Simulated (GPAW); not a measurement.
# Collinear magnetic orders of Co2 Ru2 Co2 0001 with GPAW

A self-consistent run ends on one state, which hangs on the start. Several orders of Co2 Ru2 Co2 0001 are started in GPAW and their energies compared.

Main program and level: GPAW 26.7.0; PBE; plane waves with GPAW's PAW setups, scalar-relativistic.

## Step 1: The system as given

The cell holds 6 atoms: 4 Co and 2 Ru. Its edges and angles: a = 2.706 Å, b = 2.706 Å, c = 21.541 Å, α = 90.0°, β = 90.0°, γ = 120.0°. ideal sites on the substrate's mesh, layer spacings from atomic volumes, unrelaxed, 12 A of vacuum. Vacuum lies along c.

## Step 2: Run 1 (ferro ++++)

The parallel start comes first: it fits the smallest cell, keeps the most symmetry and shows whether parallel moments form.

The input, order1.py:

```python
import json
import numpy as np
from ase import Atoms
from ase.parallel import paropen, parprint
from gpaw import GPAW

atoms = Atoms(['Co', 'Co', 'Ru', 'Ru', 'Co', 'Co'],
    cell=[[2.706, 0.0, 0.0],
         [-1.353, 2.343465, 0.0],
         [0.0, 0.0, 21.5405]],
    scaled_positions=[[0.0, 0.0, 0.278546],
         [0.333333, 0.666667, 0.359807],
         [0.0, 0.0, 0.450219],
         [0.333333, 0.666667, 0.549781],
         [0.0, 0.0, 0.640193],
         [0.333333, 0.666667, 0.721454]],
    pbc=True,
    magmoms=[1.8, 1.8, 0.0, 0.0, 1.8, 1.8])
atoms.calc = GPAW(mode={'name': 'pw', 'ecut': 450},
    xc='PBE',
    kpts={'size': (20, 20, 1), 'gamma': True},
    occupations={'name': 'fermi-dirac', 'width': 0.05},
    convergence={'density': 1e-05, 'energy': 1e-05},
    maxiter=250,
    mixer={'name': 'pulay', 'beta': 0.03, 'nmaxold': 8, 'weight': 100},
    symmetry={'tolerance': 1e-4},
    txt='order1.txt')
e = atoms.get_potential_energy(force_consistent=True)
res = {'free_energy': e, 'energy_sigma0': atoms.get_potential_energy(), 'fermi_energy': atoms.calc.get_fermi_level()}
res['moments'] = atoms.get_magnetic_moments().tolist()
res['total'] = atoms.get_magnetic_moment()
parprint('site moments (muB):', np.round(res['moments'], 3))
parprint(f"total moment: {res['total']:.3f} muB")
parprint(f'free energy: {e:.6f} eV')
atoms.calc.write('order1.gpw')
with paropen('results.json', 'w') as f:
    json.dump(res, f)
```

On the command line:

```console
OMP_NUM_THREADS=1 mpirun -n 4 gpaw python order1.py > order1.log
```

Log:

```text
site moments (muB): [ 1.829  1.457 -0.125 -0.125  1.457  1.829]
total moment: 6.169 muB
free energy: -48.704954 eV

--- order1.txt ---
Input parameters:
  mode=PW(ecut=450),
  convergence={'density': 1e-05, 'energy': 1e-05},
  kpts=MonkhorstPack(size=(20, 20, 1), gamma=True),
  maxiter=250,
  mixer=Pulay(name='pulay', nmaxold=8, beta=0.03, weight=100, sigma=0.015, g_ss=None),
  occupations=Occupations(name='fermi-dirac', width=0.05),
  symmetry=Symmetry(tolerance=0.0001),
  xc=XC(name='PBE')

Diagonalizing LCAO Hamiltonian
Converting LCAO to pw mode

        Co

       Co
        Ru

       Ru
        Co

       Co

Atoms  # Å, Bohr magnetons
|   | symbol |         x |        y |         z |    initial magnetic moments |
|---|--------|-----------|----------|-----------|-----------------------------|
| 0 |     Co |  0.000000 | 0.000000 |  6.000020 | ( 0.0000,  0.0000,  1.8000) |
| 1 |     Co | -0.000001 | 1.562311 |  7.750423 | ( 0.0000,  0.0000,  1.8000) |
| 2 |     Ru |  0.000000 | 0.000000 |  9.697942 | ( 0.0000,  0.0000,  0.0000) |
| 3 |     Ru | -0.000001 | 1.562311 | 11.842558 | ( 0.0000,  0.0000,  0.0000) |
| 4 |     Co |  0.000000 | 0.000000 | 13.790077 | ( 0.0000,  0.0000,  1.8000) |
| 5 |     Co | -0.000001 | 1.562311 | 15.540480 | ( 0.0000,  0.0000,  1.8000) |

Unit cell  # Å
| periodic |         x |        y |         z |   lengths |     angles |
|----------|-----------|----------|-----------|-----------|------------|
|      yes |  2.706000 | 0.000000 |  0.000000 |  2.706000 |  90.000000 |
|      yes | -1.353000 | 2.343465 |  0.000000 |  2.706000 |  90.000000 |
|      yes |  0.000000 | 0.000000 | 21.540500 | 21.540500 | 119.999997 |

Number of symmetries: 6

BZ-sampling:
  Number of BZ points: 400
  Number of IBZ points: 44

  Monkhorst-Pack size: [20, 20, 1]
  Monkhorst-Pack shift: [0.025, 0.025, 0.0]

K-points  # in reciprocal-cell coordinates
|     |                                coordinates |     weight |
|-----|--------------------------------------------|------------|
|   0 | ( -0.00000000,  -0.00000000,   0.00000000) | 0.00250000 |
|   1 | (  0.05000000,  -0.00000000,   0.00000000) | 0.01500000 |
|   2 | (  0.10000000,  -0.05000000,   0.00000000) | 0.01500000 |
|   3 | (  0.10000000,  -0.00000000,   0.00000000) | 0.01500000 |
|   4 | (  0.15000000,  -0.05000000,   0.00000000) | 0.03000000 |
|   5 | (  0.15000000,  -0.00000000,   0.00000000) | 0.01500000 |
|   6 | (  0.20000000,  -0.10000000,   0.00000000) | 0.01500000 |
|   7 | (  0.20000000,  -0.05000000,   0.00000000) | 0.03000000 |
|   8 | (  0.20000000,  -0.00000000,   0.00000000) | 0.01500000 |
|   9 | (  0.25000000,  -0.10000000,   0.00000000) | 0.03000000 |
| ... |                                            |            |
|  43 | (  0.50000000,   0.50000000,   0.00000000) | 0.00750000 |

Plane wave coefficients: 3027
Cutoff: 450.000000 eV

Spin-components: 2 (collinear spins)
Bands:           50
Projectors:      36
Spin-degeneracy: 1
Datatype:        complex128

Parallelization:
  kpt:    4
  domain: 1
  band:   1

Density:
  Valence electrons: 68.0
  Components: 2
  Grid points: [ 14  14 108]
  Charge: 0.0  # |e|

Potential:
  Grid points: [ 14  14 108]

species:
  Co:
    name:    Cobalt
    Z:       27.0
    valence: 9
    core:    18
    charge:  0.0  # [|e|]
    compensation charges:
      type: gauss
      rc: 0.32  # [Å]
      lmax: 2
    cutoffs:
      filter: 1.87  # [Å]
      core: 2.55  # [Å]
    projectors
    | kind |    occ | energy [eV] | rcut [Å] |
    |------|--------|-------------|----------|
    |   4s |  2.000 |      -5.469 |    1.005 |
    |   4p |  0.000 |      -1.277 |    1.058 |
    |   3d |  7.000 |      -8.205 |    1.005 |
    |    s |        |      21.742 |    1.005 |
    |    p |        |      25.934 |    1.058 |
    |    d |        |      19.007 |    1.005 |

    Using partial waves for Co as LCAO basis

  Ru:
    name:    Ruthenium
    Z:       44.0
    valence: 16
    core:    28
    charge:  0.0  # [|e|]
    compensation charges:
      type: gauss
      rc: 0.39  # [Å]
      lmax: 2
    cutoffs:
      filter: 2.16  # [Å]
      core: 1.30  # [Å]
    projectors
    | kind |    occ | energy [eV] | rcut [Å] |
    |------|--------|-------------|----------|
    |   4s |  2.000 |     -76.316 |    1.281 |
    |   5s |  1.000 |      -4.236 |    1.281 |
    |   4p |  6.000 |     -46.423 |    1.286 |
    |   5p |  0.000 |      -0.913 |    1.286 |
    |   4d |  7.000 |      -5.203 |    1.254 |
    |    d |        |      22.008 |    1.254 |

    Using partial waves for Ru as LCAO basis

Reference energy: -398101.089589  # eV

eigensolver:
  PPCG
  Converge bands: occupied
  niter=2

density mixing:
  Pulay-Mixer
  Linear mixing parameters: 0.03
  Old densities: 8
  Fourier metric: weight=100, sigma=0.015

occupation numbers:
  Fermi-Dirac:
    width: 0.0500  # eV

poisson solver:
  ecut: 3600.000000  # eV

xc functional:
  name: PBE with 2 nearest neighbor stencil

convergence criteria:
- Maximum integral of absolute [dens]ity change: 1e-05 electrons / valence electron
- Maximum [total energy] change in last 3 cyles: 1e-05 eV / valence electron
- Maximum integral of absolute [eigenst]ate change: 4e-08 eV^2 / valence electron
maximum number of iterations: 250

SCF iterations
|iter     |      energy | eigst |  dens |  magmom |
|---------|-------------|-------|-------|---------|
|iter:   1|       0s |  -56.805043 | +0.27 |       |  +7.2109|
|iter:   2|       4s |  -56.722251 | -0.61 | -0.64 |  +7.0833|
|iter:   3|       9s |  -50.761855 | -1.28 | -0.63 |  +7.1034|
|iter:   4|      14s |  -50.220465 | -2.40 | -1.02 |  +7.0652|
|iter:   5|      18s |  -48.939751 | -0.95 | -1.06 |  +6.7903|
|iter:   6|      23s |  -48.884273 | -2.17 | -1.29 |  +6.7836|
|iter:   7|      27s |  -48.918156 | -3.22 | -1.32 |  +6.7860|
|iter:   8|      32s |  -48.784493 | -1.84 | -1.30 |  +6.6234|
|iter:   9|      36s |  -48.660092 | -1.87 | -1.42 |  +6.5582|
|iter:  10|      41s |  -48.608272 | -2.94 | -1.60 |  +6.5951|
[... 29 iterations left out ...]
|iter:  40|     161s |  -48.679197c| -7.73c| -4.16 |  +6.1667|
|iter:  41|     164s |  -48.679196c| -8.03c| -4.22 |  +6.1670|
|iter:  42|     166s |  -48.679196c| -7.97c| -4.28 |  +6.1675|
|iter:  43|     168s |  -48.679196c| -7.68c| -4.41 |  +6.1682|
|iter:  44|     170s |  -48.679196c| -7.96c| -4.66 |  +6.1683|
|iter:  45|     172s |  -48.679196c| -8.63c| -4.69 |  +6.1684|
|iter:  46|     174s |  -48.679196c| -8.82c| -4.74 |  +6.1685|
|iter:  47|     177s |  -48.679196c| -8.98c| -4.80 |  +6.1686|
|iter:  48|     179s |  -48.679195c| -8.58c| -4.85 |  +6.1687|
|iter:  49|     181s |  -48.679195c| -9.04c| -5.00c|  +6.1686|

Converged in 49 steps
Energy contributions relative to reference atoms: (reference = -398101.089589)

Energy contributions:
  Kinetic:          26.883901
  Coulomb:         -28.828771
  Zero:              0.599027
  External:          0.000000
  Xc:              -47.307594
  Entropy:          -0.051517
  Spinorbit:         0.000000
  ----------------------------
  Free energy:     -48.704954
  Extrapolated:    -48.679195

dipole moment: (-19.306982, -16.634414, -0.000032)  # |e|*Ang

Total magnetic moment: (0.000000, 0.000000, 6.168649)

Local magnetic moments
|        x |        y |         z |
|----------|----------|-----------|
| 0.000000 | 0.000000 |  1.829113 |  # Co   0
| 0.000000 | 0.000000 |  1.457403 |  # Co   1
| 0.000000 | 0.000000 | -0.124637 |  # Ru   2
| 0.000000 | 0.000000 | -0.124641 |  # Ru   3
| 0.000000 | 0.000000 |  1.457407 |  # Co   4
| 0.000000 | 0.000000 |  1.829112 |  # Co   5

Fermi level: 4.007
Eigenvalues  # (at kpt = [-0.000, -0.000, 0.000])
| band index |      eig [eV] | occ [0-1] |      eig [eV] | occ [0-1] |
|------------|---------------|-----------|---------------|-----------|
|          0 |       -68.997 |     1.000 |       -69.080 |     1.000 |
|        ... |               |           |               |           |
|         29 |         1.961 |     1.000 |         3.512 |     1.000 |
|         30 |         2.176 |     1.000 |         3.512 |     1.000 |
|         31 |         2.176 |     1.000 |         3.733 |     0.996 |
|         32 |         2.415 |     1.000 |         3.748 |     0.994 |
|         33 |         2.415 |     1.000 |         3.969 |     0.681 |
|         34 |         2.804 |     1.000 |         3.969 |     0.681 |
|         35 |         3.076 |     1.000 |         4.504 |     0.000 |
|         36 |         3.076 |     1.000 |         4.504 |     0.000 |
|         37 |         3.208 |     1.000 |         4.799 |     0.000 |
|         38 |         3.208 |     1.000 |         4.799 |     0.000 |
|         39 |         4.096 |     0.145 |         4.810 |     0.000 |
|         40 |         4.096 |     0.145 |         4.905 |     0.000 |
|         41 |         4.674 |     0.000 |         4.905 |     0.000 |
|         42 |         4.992 |     0.000 |         5.116 |     0.000 |
|         43 |         4.992 |     0.000 |         5.116 |     0.000 |
|         44 |         5.471 |     0.000 |         5.557 |     0.000 |
|        ... |               |           |               |           |
|         49 |        15.297 |     0.000 |        15.551 |     0.000 |

No gap
No difference between direct/indirect transitions
```

Run time: 3.2 min. Hardware: 4 MPI ranks of Arm Neoverse V2, shared host; peak memory 1 GiB; 13 min of CPU time.

Spin moment in the augmentation sphere by atom:

```
atom  spin moment in the augmentation sphere (μB)
 Co1                                         1.83
 Co2                                         1.46
 Ru3                                        -0.12
 Ru4                                        -0.12
 Co5                                         1.46
 Co6                                         1.83
```

Numbers from this step:

| Property | Result |
| --- | --- |
| magnetization | 6.169 μB |
| final state | ferromagnetic |

After 49 cycles the largest moment stands at 1.83 μB.

(Part 1 of 2 ends here.)

[Long decimals in the printed logs are rounded to 6 places.]

[Logs and program files are shortened in this print: banners, set-up blocks, solver, clock and traceback lines can be left out without a mark of their own.]

[Logs are printed without paths, hosts, clocks, repeated set-up lines and the standing remarks that a program may print on its own settings, such as how far it seeks lower states.]

[Hosts, paths, dates, database ids (printed as entryN), source tags and the programs' standing remarks are cut or masked in the printed files.]

[Where the starting crystal was built by hand or by swapping elements, it need not be the compound's stable phase.]

[Where a cell is said to come from a database of computed structures, the database is the Materials Project.]

[Runs that the program refused, that were killed for memory or that had too few empty states are not shown or counted.]

[Lattice constants of own cells that a recipe calls measured were typed without a cited source.]
